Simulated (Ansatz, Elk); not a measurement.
# How far do independent atoms describe BaTl?, part 2 of 2

The structure of BaTl used here is made up (a known structure type with other elements) and was relaxed beforehand with r2SCAN. The aim is the Fourier transform of its all-electron density, F(hkl), set beside the sum over free spherical atoms that refinements use.

Elk 11.2.3 (patched build); all-electron DFT.

So far: Starting point; Ground state and structure factors; The highest occupied states alone.

The structure was built from a prototype and need not be the compound's stable phase.

## Step 4: Another functional

Level of this step: DFT, PBEsol, all-electron APW+lo, Dirac cores, scalar-relativistic bands, static density, no spin (Elk).

The difference from free atoms is small, so it is set against the change that PBEsol makes.

Input file elk.in:

```
tasks
  0
  195

xctype
  22

spinpol
  .false.

rgkmax
  7.0

gmaxvr
  14.0

lmaxo
  7

lmaxapw
  8

swidth
  0.002

tshift
  .false.

ramdisk
  .false.

hmaxvr
  5.5

maxscl
  120

epspot
  1e-06

sppath
  './'

avec
  -0.00000000000 7.93688978001 7.93688978001
  7.93688978001 -0.00000000000 7.93688978001
  7.93688978001 7.93688978001 -0.00000000000

atoms
  2
  'Tl.in'
  2
  0.2500000000 0.2500000000 0.2500000000   0.000000 0.000000 0.000000
  0.0000000000 0.0000000000 -0.0000000000   0.000000 0.000000 0.000000
  'Ba.in'
  2
  0.7500000000 0.7500000000 0.7500000000   0.000000 0.000000 0.000000
  0.5000000000 0.5000000000 0.5000000000   0.000000 0.000000 0.000000

ngridk
  5 5 5
```

The run is started by

```
OMP_NUM_THREADS=4 elk
```

Numbers of over 12 decimals in the logs are rounded to 6 here.

The log of the run:

```text
┌─────────────────────────┐
│ Elk code version 11.2.3 │
└─────────────────────────┘

All units are atomic (Hartree, Bohr, etc.)

┌─────────────────────────────────────────────────┐
│ Ground-state run starting from atomic densities │
└─────────────────────────────────────────────────┘

Lattice vectors :
  -0.000000000       7.936889780       7.936889780
   7.936889780      -0.000000000       7.936889780
   7.936889780       7.936889780      -0.000000000

Reciprocal lattice vectors :
 -0.3958216305      0.3958216305      0.3958216305
[...]
valence                     :    78.00000000
 interstitial                :    7.347947451
 muffin-tins (core leakage)
  species : 1 (Tl)
[...]
species : 2 (Ba)
   atom 1                    :    53.71506783     (  0.5114810747E-05)
   atom 2                    :    53.71506783     (  0.5114810747E-05)
 total in muffin-tins        :    266.6520525
 total calculated charge     :    273.9998341
 total charge                :    274.0000000
 error                       :   0.1658820089E-03

┌──────────────────────────────┐
│ Self-consistent loop stopped │
└──────────────────────────────┘

Wrote STATE.OUT
[key lines of the parts left out:]
total energy                :     -56838.509546282
```

Run time: 25 s. Hardware: 4 threads of Intel Xeon Platinum 8559C (Emerald Rapids), shared host; peak memory 0.26 GiB.

Against the first run R = 0.01 %; the largest change is -0.019 at 220.

## Step 5: Basis size

A smaller basis shows how fast F responds to it; the change is likely larger than the basis error of the first run, but doesn't show convergence.

elk.in, as its differences from that of step 4:

```diff
@@ -5,3 +5,3 @@
 xctype
-  22
+  20
 
@@ -11,3 +11,3 @@
 rgkmax
-  7.0
+  5.5
```

The run is started by

```
OMP_NUM_THREADS=4 elk
```

The log of the run:

```text
┌─────────────────────────┐
│ Elk code version 11.2.3 │
└─────────────────────────┘

All units are atomic (Hartree, Bohr, etc.)

┌─────────────────────────────────────────────────┐
│ Ground-state run starting from atomic densities │
└─────────────────────────────────────────────────┘

Lattice vectors :
  -0.000000000       7.936889780       7.936889780
   7.936889780      -0.000000000       7.936889780
   7.936889780       7.936889780      -0.000000000

Reciprocal lattice vectors :
 -0.3958216305      0.3958216305      0.3958216305
[...]
valence                     :    78.00000000
 interstitial                :    7.545958546
 muffin-tins (core leakage)
  species : 1 (Tl)
[...]
species : 2 (Ba)
   atom 1                    :    53.66253813     (  0.5027908891E-05)
   atom 2                    :    53.66253813     (  0.5027908891E-05)
 total in muffin-tins        :    266.4540415
 total calculated charge     :    273.9998129
 total charge                :    274.0000000
 error                       :   0.1871089455E-03

┌──────────────────────────────┐
│ Self-consistent loop stopped │
└──────────────────────────────┘

Wrote STATE.OUT
[key lines of the parts left out:]
total energy                :     -56855.698439868
```

Wall time 24 s (4 threads); peak memory 0.26 GiB; 47 s of CPU time.

Against the first run R = 0.01 %; the largest change is +0.091 at 422.

## Step 6: Basis size

The basis and the expansions that go with it are enlarged, to see whether the differences are converged.

elk.in, as its differences from that of step 5:

```diff
@@ -11,12 +11,12 @@
 rgkmax
-  5.5
+  8.5
 
 gmaxvr
-  14.0
+  18.0
 
 lmaxo
-  7
+  9
 
 lmaxapw
-  8
+  10
```

The run is started by

```
OMP_NUM_THREADS=4 elk
```

The log of the run:

```text
┌─────────────────────────┐
│ Elk code version 11.2.3 │
└─────────────────────────┘

All units are atomic (Hartree, Bohr, etc.)

┌─────────────────────────────────────────────────┐
│ Ground-state run starting from atomic densities │
└─────────────────────────────────────────────────┘

Lattice vectors :
  -0.000000000       7.936889780       7.936889780
   7.936889780      -0.000000000       7.936889780
   7.936889780       7.936889780      -0.000000000

Reciprocal lattice vectors :
 -0.3958216305      0.3958216305      0.3958216305
[...]
valence                     :    78.00000000
 interstitial                :    7.280819306
 muffin-tins (core leakage)
  species : 1 (Tl)
[...]
species : 2 (Ba)
   atom 1                    :    53.73230177     (  0.5056645797E-05)
   atom 2                    :    53.73230177     (  0.5056645797E-05)
 total in muffin-tins        :    266.7191807
 total calculated charge     :    273.9999041
 total charge                :    274.0000000
 error                       :   0.9589066923E-04

┌──────────────────────────────┐
│ Self-consistent loop stopped │
└──────────────────────────────┘

Wrote STATE.OUT
[key lines of the parts left out:]
total energy                :     -56855.914528536
```

It took 60 s on 4 threads; peak memory 0.59 GiB.

Against the first run R = 0.00 %; the largest change is -0.018 at 620.

## Step 7: Settings against the effect

```tsv
run	R against the first run (%)	R against neutral atoms, low angle (%)	wall time
PBE, rgkmax 7	0.00	0.16	26 s
PBEsol	0.01	0.16	25 s
rgkmax 5.5	0.01	0.13	24 s
rgkmax 8.5 with larger expansions	0.00	0.16	60 s
```

## Step 8: Results

| Quantity | Value |
| --- | --- |
| R against neutral atoms, sin θ/λ < 0.3 Å⁻¹ | 0.16 % |
| R against neutral atoms, 0.3 to 0.82 Å⁻¹ | 0.12 % |

In words: Independent neutral atoms miss the calculated amplitudes by R = 0.16 % below 0.3 Å⁻¹ and 0.12 % from there to 0.82 Å⁻¹; by shells, 0.40 % below 0.15 Å⁻¹ (1 form), 0.15 % 0.15 to 0.3 (6 forms), 0.05 % 0.3 to 0.45 (12 forms), 0.13 % above 0.45 (58 forms). Bonding, aspherical density and the tables' own atoms all enter these figures, and the runs don't part them. The largest change of an amplitude is -0.25 electrons, at 220. The window's part falls from 42.0 electrons at the origin to at most 0.60 between 0.45 and 0.82 Å⁻¹. The window holds more than the 10 outer electrons of the free atoms, so shallow core shells lie inside it. Below 0.3 Å⁻¹ the changes that finished (PBEsol, rgkmax 5.5 and rgkmax 8.5 with larger expansions) move F by R = 0.04 % at most, against the 0.16 % that separates it from free atoms. A single amplitude moves by up to 0.09 electrons, against 0.25 for the largest difference from free atoms. The k-mesh has no finished test. Spin-orbit coupling is left out, which can matter for elements this heavy. Part of the difference isn't bonding: the tables are fits to free atoms and ions calculated by other methods than this functional. Thermal motion, anomalous dispersion and extinction are left out.

[Logs are printed without paths, hosts, clocks, repeated set-up lines and the standing remarks that a program may print on its own settings, such as how far it seeks lower states.]

[Hosts, paths, dates, database ids (printed as entryN), source tags and the programs' standing remarks are cut or masked in the printed files.]
